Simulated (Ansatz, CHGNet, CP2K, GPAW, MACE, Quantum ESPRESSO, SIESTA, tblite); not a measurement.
## tblite runs on random packing of 64Li2S-20P2S5-16LiCl (mol %) (91 atoms)

How near does tblite come to plane waves for random packing of 64Li2S-20P2S5-16LiCl (mol %) (91 atoms)?

Calculated with tblite 0.8.0; the method is named at each step.

### Step 1. The starting structure

The cell holds 91 atoms: 36 Li, 41 S, 10 P and 4 Cl. Its edges and angles: a = 12.227 Å, b = 12.227 Å, c = 12.227 Å, α = 90.0°, β = 90.0°, γ = 90.0°. 91 atoms (36 Li, 41 S, 10 P, 4 Cl) packed at random in a cube at 1.83 g/cm³ and pushed apart as soft spheres, cations and anions kept from their own kind; a start for melting by ab initio MD, not an equilibrated structure. Then every atom was moved at random, 0.03 Å r.m.s. a Cartesian component.

The yardstick, on the same geometry:

- method: Kohn-Sham DFT, PBE, SSSP efficiency 1.3.0 pseudopotentials, plane waves (Quantum ESPRESSO 7.5); sssp-pbe-1.3.0-efficiency, cutoffs 45/360 Ry, Γ point
- r.m.s. force component: 0.6083 eV/Å
- longest force: 3.37 eV/Å
- pressure: -1.242 GPa
- time: 8.1 min on 4 MPI ranks of Arm Neoverse V2, shared host
- CPU time: 32 min

### Step 2. IPEA1-xTB

Method: IPEA1-xTB tight binding, diagonalisation.

File run.py:

```python
import numpy as np
from ase.io import read
from tblite.ase import TBLite

atoms = read("structure.xyz")
atoms.calc = TBLite(method="IPEA1-xTB", electronic_temperature=580, accuracy=1.0, max_iterations=250, mixer_damping=0.4, verbosity=1)
energy = atoms.get_potential_energy()
forces = atoms.get_forces()
print(f"energy {energy:.6f} eV")
print("forces (eV/A)")
for i, (a, f) in enumerate(zip(atoms, forces)):
    print(f"{i:4d} {a.symbol:2s} {f[0]:10.5f} {f[1]:10.5f} {f[2]:10.5f}")
stress = -atoms.get_stress(voigt=False) * 160.21766
print("stress (GPa, compression positive)")
for row in stress:
    print(" ".join(f"{x:10.4f}" for x in row))
print("charges (e)")
print(np.array2string(atoms.get_charges(), precision=4, suppress_small=True, max_line_width=110, threshold=100000))
```

File structure.xyz:

```xyz
91
Lattice="12.22750 0.00000 0.00000 0.00000 12.22750 0.00000 0.00000 0.00000 12.22750" Properties=species:S:1:pos:R:3 pbc="T T T"
Li 2.27187 9.95429 2.25231
Li 1.71014 11.66797 8.35040
Li 3.39130 9.06437 8.54604
Li 10.11471 10.13305 10.55661
Li 9.65679 3.42945 5.72761
Li 6.97567 9.03441 11.63422
Li 6.42592 8.41790 3.91182
Li 10.38433 3.48557 2.81122
Li 5.97264 7.02507 7.54449
Li 0.39519 0.92293 3.75812
Li 1.93219 4.03080 1.73423
Li 5.10290 4.27021 2.35220
Li 3.63242 5.48037 9.81819
Li 1.11894 8.14290 0.12741
Li 9.26514 9.98119 1.18680
Li 3.93273 6.54929 4.08337
Li 9.88899 3.66238 10.17890
Li 10.32417 6.64051 8.08568
Li 2.31540 1.05743 12.02318
Li 11.96559 10.30986 4.67787
Li 4.28733 4.72140 6.45918
Li 7.08376 10.14711 8.46779
Li 9.57169 6.67108 5.04384
Li 7.30825 1.42573 5.50482
Li 7.90239 4.10330 1.18460
Li 11.44971 12.01560 0.31889
Li 7.89322 2.46519 8.31054
Li 8.53638 10.18697 5.81454
Li 5.58552 11.64449 0.02458
Li 0.75444 4.64792 9.55542
Li 5.49467 10.58681 5.81711
Li 8.47500 0.33124 11.97733
Li 1.43893 5.15132 5.14056
Li 4.27424 0.42796 9.75706
Li 11.05146 8.11380 2.78066
Li 11.75393 5.64593 1.11955
S 11.58262 1.87778 9.56398
S 3.92906 8.64973 3.34337
S 7.28796 0.07838 7.37734
S 1.14058 11.88648 5.49259
S 9.39573 10.81669 3.72988
S 9.65924 9.96822 8.31005
S 12.18849 3.90693 11.92609
S 7.57848 1.85149 2.31295
S 11.69047 2.62891 4.99946
S 3.73587 11.49813 1.46706
S 12.11464 8.91800 10.29519
S 2.32665 1.53871 9.14458
S 3.93774 7.09623 6.24165
S 0.96597 0.59841 1.55265
S 3.69992 11.17227 7.08584
S 7.69599 4.04363 6.62877
S 5.18801 10.58522 9.70240
S 7.53397 5.02135 10.05785
S 11.01844 4.92609 6.73809
S 9.40539 2.60409 12.20512
[... 31 atom lines left out ...]
Cl 6.47055 10.06115 1.32448
Cl 10.62778 0.03864 6.67646
Cl 0.64121 6.84471 2.82541
Cl 8.48014 7.85140 3.45207
```

Launch:

```
$ OMP_NUM_THREADS=1 python run.py > output.txt
```

The program printed:

```text
------------------------------------------------------------
  cycle        total energy    energy error   density error
------------------------------------------------------------
      1     -205.1808041641  -2.0509854E+02   6.6073083E-01
      2     -197.4174791737   7.7633250E+00   1.0061525E+00
      3     -196.0042760311   1.4132031E+00   5.6160550E-01
      4     -203.0348615007  -7.0305855E+00   4.4436602E-01
      5     -207.7306401311  -4.6957786E+00   3.1264077E-01
      6     -209.8206894519  -2.0900493E+00   1.8457064E-01
      7     -210.2919177882  -4.7122834E-01   1.7243389E-01
      8     -210.5436426353  -2.5172485E-01   1.6789809E-01
      9     -211.3147169643  -7.7107433E-01   6.5031017E-02
     10     -210.5185884808   7.9612848E-01   1.7285233E-01
     11     -210.9695719086  -4.5098343E-01   1.2874018E-01
     12     -210.3931169423   5.7645497E-01   1.5201594E-01
     13     -210.7464552817  -3.5333834E-01   1.2191386E-01
     14     -211.2109475321  -4.6449225E-01   6.9265926E-02
     15     -211.3717201807  -1.6077265E-01   3.2080803E-02
     16     -211.3843319435  -1.2611763E-02   2.4747080E-02
     17     -211.4030177309  -1.8685787E-02   1.1631669E-02
     18     -211.4070136436  -3.9959127E-03   7.5453031E-03
     19     -211.4082648450  -1.2512015E-03   4.8580499E-03
     20     -211.4089675984  -7.0275337E-04   2.6804367E-03
     21     -211.4089114186   5.6179837E-05   2.9547114E-03
     22     -211.4091693376  -2.5791905E-04   1.4590095E-03
     23     -211.4092032758  -3.3938162E-05   1.2177877E-03
     24     -211.4092450212  -4.1745407E-05   7.0927388E-04
     25     -211.4092626332  -1.7612054E-05   3.5488245E-04
     26     -211.4092642411  -1.6078675E-06   2.5611270E-04
     27     -211.4092622647   1.9764523E-06   3.1768867E-04
     28     -211.4092643228  -2.0581877E-06   2.3954391E-04
     29     -211.4092657077  -1.3848014E-06   1.1775156E-04
     30     -211.4092661441  -4.3642407E-07   1.0655218E-04
     31     -211.4092662397  -9.5673073E-08   7.7136574E-05
     32     -211.4092663544  -1.1464786E-07   3.1887838E-05
     33     -211.4092663837  -2.9333052E-08   1.8033230E-05
------------------------------------------------------------
 total:                                   6.737 sec
energy -5752.739157 eV
forces (eV/A)
   0 Li    0.03123   -0.24169   -0.32246
   1 Li   -0.41760   -0.64796   -0.92740
   2 Li   -0.59534    0.36066   -0.21904
   3 Li    0.31661   -0.28124   -0.21540
   4 Li    0.09008   -0.28244   -0.27447
   5 Li   -0.65225   -0.70462    0.42213
   6 Li   -0.24198    0.27337   -0.24623
   7 Li   -0.22978   -0.66571   -0.05829
   8 Li    0.26761   -0.20189    0.33017
   9 Li    0.43060    0.33741    0.17585
  10 Li    0.01850   -0.43984   -1.21051
  11 Li    0.60578    0.01274   -0.22178
  12 Li   -1.19797   -0.33655    0.41165
  13 Li   -0.13991    0.04822   -0.32101
  14 Li   -0.04811   -0.22825    0.96391
  15 Li    0.26427   -0.56624   -0.27488
  16 Li    0.33344    0.25363    0.58407
  17 Li    0.36969    0.77541    0.10369
  18 Li    0.65335   -0.54328   -0.18446
  19 Li   -0.29242    0.12906    0.60255
  20 Li    0.02994   -0.81302    0.01257
  21 Li    0.38558    0.33556   -0.86487
  22 Li   -0.39068   -0.09389    0.64595
  23 Li   -0.67054    0.45416   -0.59762
[...]
83 P    -0.27935   -0.92643    0.15854
  84 P     0.72944   -0.09820    1.46312
  85 P     0.79521   -1.25588    1.54460
  86 P     2.31294    0.98122   -3.01956
  87 Cl    1.43366   -0.18462   -0.21654
  88 Cl   -0.33112   -0.34438    0.10809
  89 Cl   -0.68586   -0.37202   -0.08596
  90 Cl    0.34523    0.28039   -0.90005
stress (GPa, compression positive)
  -12.1005     1.2356    -1.5193
    1.2356   -12.5692     0.3583
   -1.5193     0.3583   -12.9630
charges (e)
[ 0.3221  0.3448  0.3465  0.2791  0.304   0.363   0.3616  0.3023  0.3223  0.2947  0.3435  0.2799  0.3212
  0.3395  0.3635  0.2985  0.342   0.3615  0.322   0.3487  0.3015  0.3087  0.3456  0.323   0.3015  0.3314
  0.3263  0.333   0.3324  0.3228  0.2887  0.3068  0.3822  0.3198  0.3616  0.3492 -0.0915 -0.2118 -0.3322
 -0.2738 -0.1949 -0.3009 -0.33   -0.1233 -0.3386 -0.2054 -0.2668 -0.1843 -0.3975 -0.3633 -0.2543 -0.3505
 -0.389  -0.0801 -0.3787 -0.4557 -0.2913 -0.2651 -0.1398 -0.2337 -0.3308 -0.1523 -0.3091 -0.3838 -0.2073
 -0.3194 -0.3209 -0.3973 -0.3935 -0.3865 -0.2811 -0.0093 -0.2516 -0.2181 -0.2086 -0.3392 -0.517   0.106
  0.1915  0.1249  0.1735  0.2044  0.2251  0.1894  0.1643  0.1976  0.184  -0.4492 -0.6822 -0.4896 -0.4565]
```

Elapsed: 7.3 s, on 1 thread of Arm Neoverse V2, shared host; peak memory 0.15 GiB.

Banners, paths, timers and routine set-up lines are dropped from the logs unmarked, and long logs keep their key lines alone; longer cuts are marked.

Against the reference:

- r.m.s. force component: 0.8685 eV/Å
- r.m.s. difference of force components: 452.7 meV/Å
- longest difference of force vectors: 1924 meV/Å
- force difference over r.m.s. force: 74.43 %
- slope of forces against the reference's: 1.242
- correlation of force components: 0.8701
- pressure: -12.54 GPa
- pressure difference: -11.3 GPa

Length of the force difference by element (eV/Å):

```
element  atoms  mean  most
     Cl      4  0.26  0.31
     Li     36  0.44  0.72
      P     10   1.0   1.9
      S     41  0.84   1.8
```

A closer look about Cl89, one of the 4 Cl atoms: 9 atoms, nearest first, numbered in the order of the input, with positions taken from that point.

```
atom      x      y      z  distance (Å)  Mulliken charge (e)     Fx     Fy  Fz (eV/Å)
Cl89   0.00   0.00   0.00          0.00                -0.68  -0.33  -0.34       0.11
 S42  -0.97  -2.30   1.63          2.98                -0.30  -1.19  -0.43       0.52
 S40   2.74  -0.38  -1.18          3.01                -0.27   1.54  -0.40       0.86
Li28  -2.09  -2.08  -0.86          3.07                 0.33   0.77   0.33       1.12
Li20   1.34  -1.96  -2.00          3.10                 0.35  -0.29   0.13       0.60
 P80  -0.84   0.87   2.95          3.19                 0.12  -1.11   0.04       0.45
 S45   1.06   2.59  -1.68          3.26                -0.34   0.57   0.92       0.33
 S39  -3.34   0.04   0.70          3.41                -0.33  -1.96   0.86      -0.66
 S41  -1.23  -1.45  -2.95          3.51                -0.19  -0.36   1.40      -1.76
```

Atoms are counted from 1 here, from 0 in the log.

Forces lie 74 % from the reference's, at 0.0037 times its CPU time (on 1 against 4 cores).

Further runs of this program without a result: tblite GFN2-xTB (not converged).

### Step 3. What came out

```json
{
 "force difference from the reference": "tblite IPEA1-xTB, 74 %",
 "its CPU time": "7.2 s"
}
```

Tight binding differs by 74 % (tblite IPEA1-xTB); it is another model, with fitted parameters of its own, and the xTB methods hold dispersion. IPEA1-xTB was fitted to ionisation energies and electron affinities, not to forces or charges. One electronic-structure run takes under half the reference's CPU time: tblite IPEA1-xTB, at 74 % in 7.2 s against 32 min, too far off to be of use; its pressure misses by -11.3 GPa. Periodic xTB results under one method name differ between programs and library versions. The reference's pressure holds the uncorrected Pulay stress of its 45 Ry basis, so small pressure differences, and their order, may be the reference's own error. The electronic-structure runs sample only Γ, in a cell whose shortest periodic width is 12 Å, which is coarse for a cell with partly filled levels.

[Also dropped from logs without a mark: logging warnings of Python, and SIESTA's first energy breakdown and zero terms.]

[Logs are printed without paths, hosts, clocks, repeated set-up lines and the standing remarks that a program may print on its own settings, such as how far it seeks lower states.]

[Hosts, paths, dates, database ids (printed as entryN), source tags and the programs' standing remarks are cut or masked in the printed files.]
